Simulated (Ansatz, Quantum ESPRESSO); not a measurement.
# 1T-MgI2, 1 layer: the gap on the mesh at a withheld member of a series

Method. Quantum ESPRESSO 7.5, PBE, SG15 norm-conserving. Cell and atoms are relaxed under PBE (GBRV files) and held. Screened hybrids with norm-conserving files, screening 0.106 per bohr, fixed occupations, a 9×9×1 mesh with exchange on 3×3×1 q points. Levels count from the potential in the middle of the vacuum. The series steps the share of short-range exact exchange (0.25 is HSE06, 0 is PBE).

| share of short-range exact exchange | gap on the mesh (eV) |
| --- | --- |
| 0 | 3.692 |
| 0.1 | 4.171 |
| 0.2 | 4.671 |
| 0.25 | 4.929 |
| 0.3 | 5.193 |
| 0.4 | 5.736 |

To predict: What is the gap on the mesh at 0.15?

**Worked estimate.** The rows at 0.1 and 0.2 give a slope of (4.671 − (4.171))/(0.2 − (0.1)) = 5, so a straight line gives 4.421 eV. A parabola through these and the row at 0 gives 4.418 eV.

What the calculation gave: 4.418 eV. The line misses by +0.003 and the parabola by 0.000 eV. Both misses are under 5 % of the step from the nearer row.

**Limits.** Gaps are those of the mesh; no spin-orbit coupling; the q mesh was not tested; the geometry stays that of PBE.
